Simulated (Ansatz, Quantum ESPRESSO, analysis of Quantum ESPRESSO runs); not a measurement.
# Interstitial H+ in rutile SnO2: local vibrational mode, PBE (Quantum ESPRESSO)

How near does this set-up come to the measured local vibrational mode? Subject: interstitial H+ in rutile SnO2. Set-up: PBE, GBRV 1.5 PBE, 24-site cell, PBE lattice, k: the single point 1/4 1/4 1/4, SCF cut short, start relaxed with Ansatz. The model is a cell of 24 host atoms with 1 H put in. The frequencies come from force constants among the defect atom and its neighbours, with the masses of the isotopes named.

**The experiment.** O-H stretch, 1H: 3156.1 cm⁻¹ at 4.2 K, by polarized FTIR absorption (“Hydrogen impurities and shallow donors in SnO2 studied by infrared spectroscopy”, 2011, F. Bekisli et al.). O-D stretch, 2H: 2360.4 cm⁻¹ at 4.2 K, by polarized FTIR absorption (“Hydrogen impurities and shallow donors in SnO2 studied by infrared spectroscopy”, 2011, F. Bekisli et al.). The runs below try to reproduce this.

Program: Quantum ESPRESSO 7.5. Level of theory: Quantum ESPRESSO plane-wave DFT, PBE, GBRV 1.5 PBE potentials; relaxation of all atoms of a defect supercell. Results are calculated unless marked as measured.

## 1. Set-up

The cell holds 25 atoms: 8 Sn, 16 O and 1 H. Cell: a = 6.816 Å, b = 6.816 Å, c = 6.474 Å, α = 90.0°, β = 90.0°, γ = 90.0°. It derives from SnO2 (space group P4_2/mnm). Nearest the centre at fractional (0.648, 0.307, 0.250): H25 at 0.38 Å, O8 at 0.68 Å, O11 at 2.25 Å, Sn2 at 2.37 Å, Sn14 at 2.37 Å, O18 at 2.40 Å, O6 at 2.41 Å, Sn4 at 2.48 Å. The cell carries charge +1.

The host's primitive cell comes from a first run (Quantum ESPRESSO plane-wave DFT, PBE, GBRV 1.5 PBE potentials; relaxation of cell and atoms of a defect-free cell): vectors of 4.820, 4.820 and 3.237 Å. That is 12.53 Å³ an atom, 5.1 % over the diffraction cell's volume. The supercell is built on it.

This program's steps are dear, so the start below was first relaxed with Ansatz (plane-wave PAW DFT, PBE; 9.6 s).

## 2. Relaxation, charge +1

Every later number rests on the structure around the defect, so the atoms are relaxed at the host's lattice first.

Contents of pw.in:

```
&CONTROL
  calculation = 'relax'
  prefix = 'pwscf'
  outdir = './tmp'
  pseudo_dir = './pseudo'
  tprnfor = .true.
  disk_io = 'low'
  nstep = 70
  forc_conv_thr = 0.00039
  etot_conv_thr = 0.0001
/
&SYSTEM
  ibrav = 0
  nat = 25
  ntyp = 3
  ecutwfc = 45
  ecutrho = 360
  nbnd = 108
  occupations = 'smearing'
  smearing = 'fd'
  degauss = 0.00073499
  tot_charge = 1
  nosym = .true.
/
&ELECTRONS
  conv_thr = 3d-08
  electron_maxstep = 5
  mixing_beta = 0.5
/
&IONS
  ion_dynamics = 'bfgs'
/
ATOMIC_SPECIES
Sn   118.7100 sn_pbe_v1.4.uspp.F.UPF
O     15.9990 o_pbe_v1.2.uspp.F.UPF
H      1.0080 h_pbe_v1.4.uspp.F.UPF
CELL_PARAMETERS angstrom
   4.8198635166    4.8198635166    0.0000000000
  -4.8198635166    4.8198635166    0.0000000000
   0.0000000000    0.0000000000    6.4738263509
ATOMIC_POSITIONS crystal
Sn    -0.0086094349    0.0020303825   -0.0007111123
Sn     0.5032617682    0.5075716322   -0.0080107173
Sn     0.0073829608    0.5083524703    0.2501256763
Sn     0.4869631734   -0.0200293198    0.2502304239
O      0.2997329805    0.0171075993    0.0033074653
O      0.8084414673    0.5140897983    0.0011972540
O      0.0115731731    0.8119470270    0.2503984425
O      0.5480072824    0.2974364379    0.2503144340
O      0.1991823386    0.4838434302    0.0020569102
O      0.6841680202   -0.0133728721    0.0022689799
O     -0.0393825437    0.2004084919    0.2501739694
O      0.4839984243    0.6807693743    0.2501234052
Sn    -0.0086038747    0.0022040658    0.5012019598
Sn     0.5034953030    0.5074084866    0.5083787147
Sn     0.0024207150    0.5006403539    0.7501890794
Sn     0.4933512364    0.0065774779    0.7502125434
O      0.2996677023    0.0182071470    0.4972822780
O      0.8083838564    0.5131769377    0.4990186407
O      0.0086767229    0.8072076484    0.7500959164
O      0.5127362602    0.3106542682    0.7503937371
O      0.1992164723    0.4839953071    0.4982030683
O      0.6839213023   -0.0142917760    0.4980994733
O     -0.0167491975    0.1950388282    0.7502515351
O      0.4848516313    0.7007392939    0.7501957860
H      0.6942069000    0.2756062259    0.2500149386
K_POINTS crystal
1
0.25 0.25 0.25 1.0
```

Started as:

```sh
OMP_NUM_THREADS=1 mpirun -n 4 pw.x -in pw.in > pw.out
```

The log of the run:

```text
This program is part of the open-source Quantum ESPRESSO suite
     for quantum simulation of materials; please cite
         "P. Giannozzi et al., J. Phys.:Condens. Matter 21 395502 (2009);
         "P. Giannozzi et al., J. Phys.:Condens. Matter 29 465901 (2017);
         "P. Giannozzi et al., J. Chem. Phys. 152 154105 (2020);
          URL
     in publications or presentations arising from this work. More details at

     Subspace diagonalization in iterative solution of the eigenvalue problem:
     a serial algorithm will be used

     --------------------
     sticks:   dense  smooth     PW     G-vecs:    dense   smooth      PW
     Min        1183     594    158                58531    20692    2860
     Max        1187     595    159                58532    20695    2863
     Sum        4741    2377    633               234125    82773   11443

     Using Slab Decomposition

     bravais-lattice index     =            0
     lattice parameter (alat)  =      12.8810  a.u.
     unit-cell volume          =    2029.8181 (a.u.)^3
     number of atoms/cell      =           25
     number of atomic types    =            3
     number of electrons       =       208.00
     number of Kohn-Sham states=          108
     kinetic-energy cutoff     =      45.0000  Ry
     charge density cutoff     =     360.0000  Ry
     scf convergence threshold =      3.0E-08
     mixing beta               =       0.5000
     number of iterations used =            8  plain     mixing
     energy convergence thresh.=      1.0E-04
     force convergence thresh. =      3.9E-04
     Exchange-correlation=  SLA  PW   PBX  PBC
                           (   1   4   3   4   0   0   0)
     nstep                     =           70

     celldm(1)=  12.880971  celldm(2)=   0.000000  celldm(3)=   0.000000
     celldm(4)=   0.000000  celldm(5)=   0.000000  celldm(6)=   0.000000

     crystal axes: (cart. coord. in units of alat)
               a(1) = (   0.707107   0.707107   0.000000 )
               a(2) = (  -0.707107   0.707107   0.000000 )
               a(3) = (   0.000000   0.000000   0.949754 )

     reciprocal axes: (cart. coord. in units 2 pi/alat)
               b(1) = (  0.707107  0.707107 -0.000000 )
               b(2) = ( -0.707107  0.707107  0.000000 )
               b(3) = (  0.000000 -0.000000  1.052904 )

     PseudoPot. # 1 for Sn read from file:
     sn_pbe_v1.4.uspp.F.UPF
     Pseudo is Ultrasoft + core correction, Zval = 14.0
     Generated by new atomic code, or converted to UPF format
     Using radial grid of  891 points,  6 beta functions with:
                l(1) =   0
                l(2) =   0
                l(3) =   1
[...]
Q(r) pseudized with  8 coefficients,  rinner =    1.350   1.350   1.350
                                                       1.350   1.350

     PseudoPot. # 2 for O  read from file:
[...]
Q(r) pseudized with  8 coefficients,  rinner =    0.700

     atomic species   valence    mass     pseudopotential
     Sn               14.00   118.71000     Sn( 1.00)
     O                 6.00    15.99900     O ( 1.00)
     H                 1.00     1.00800     H ( 1.00)

     No symmetry found

   Cartesian axes

     site n.     atom                  positions (alat units)
         1        Sn     tau(   1) = (  -0.0075235  -0.0046521  -0.0006754  )
         2        Sn     tau(   2) = (  -0.0030475   0.7147672  -0.0076082  )
         3        Sn     tau(   3) = (  -0.3542389   0.3646800   0.2375580  )
[...]
5        O      tau(   5) = (   0.1998463   0.2240401   0.0031413  )
         6        O      tau(   6) = (   0.2081381   0.9351708   0.0011371  )
         7        O      tau(   7) = (  -0.5659498   0.5823167   0.2378170  )
[...]
15        Sn     tau(  15) = (  -0.3522945   0.3557179   0.7124954  )
        16        Sn     tau(  16) = (   0.3442010   0.3535030   0.7125177  )
[...]
23        O      tau(  23) = (  -0.1497567   0.1260698   0.7125547  )
        24        O      tau(  24) = (  -0.1526556   0.8383394   0.7125017  )
        25        H      tau(  25) = (   0.2959954   0.6857614   0.2374528  )

     number of k points=     1  Fermi-Dirac smearing, width (Ry)=  0.0007
                       cart. coord. in units 2pi/alat
        k(    1) = (   0.0000000   0.3535534   0.2632259), wk =   2.0000000

     Dense  grid:   234125 G-vectors     FFT dimensions: (  80,  80,  75)

     Smooth grid:    82773 G-vectors     FFT dimensions: (  60,  60,  54)

     Check: negative core charge=   -0.000001

     Initial potential from superposition of free atoms

     starting charge     200.9996, renormalised to     208.0000
     Starting wfcs are  137 randomized atomic wfcs

     Self-consistent Calculation

     iteration #  1     ecut=    45.00 Ry     beta= 0.50
     Davidson diagonalization with overlap
     ethr =  1.00E-02,  avg # of iterations =  2.0

     total energy              =   -1791.03396999 Ry
     estimated scf accuracy    <       6.58505515 Ry

     iteration #  2     ecut=    45.00 Ry     beta= 0.50
     Davidson diagonalization with overlap
     ethr =  3.17E-03,  avg # of iterations =  3.0

     total energy              =   -1793.02353906 Ry
     estimated scf accuracy    <       1.18828138 Ry

     iteration #  3     ecut=    45.00 Ry     beta= 0.50
     Davidson diagonalization with overlap
     ethr =  5.71E-04,  avg # of iterations =  2.0

     total energy              =   -1793.16733011 Ry
     estimated scf accuracy    <       0.07528776 Ry

     iteration #  4     ecut=    45.00 Ry     beta= 0.50
     Davidson diagonalization with overlap
     ethr =  3.62E-05,  avg # of iterations = 13.0

     total energy              =   -1793.17953429 Ry
     estimated scf accuracy    <       0.01458263 Ry

     iteration #  5     ecut=    45.00 Ry     beta= 0.50
     Davidson diagonalization with overlap
     ethr =  7.01E-06,  avg # of iterations =  9.0

     total energy              =   -1793.18109944 Ry
     estimated scf accuracy    <       0.00276039 Ry

     End of self-consistent calculation

     convergence NOT achieved after   5 iterations: stopping

=------------------------------------------------------------------------------=
   JOB DONE.
=------------------------------------------------------------------------------=
```

Elapsed: 8.6 s, on 4 MPI ranks of Arm Neoverse V2, shared host; peak memory 1.1 GiB.

The run stopped without converging, so none of its numbers is a property of the system.

## 3. Outcome

The local vibrational mode was not obtained, because the step “relaxation, charge +1” did not converge; the cause lies in the set-up: too few SCF iterations.

[Logs are printed without paths, hosts, clocks, repeated set-up lines and the standing remarks that a program may print on its own settings, such as how far it seeks lower states.]

[Hosts, paths, dates, database ids (printed as entryN), source tags and the programs' standing remarks are cut or masked in the printed files.]

[For some hosts the program warned that the k-mesh of the response run may be too coarse for force constants and the static dielectric constant; such warnings are not shown here.]
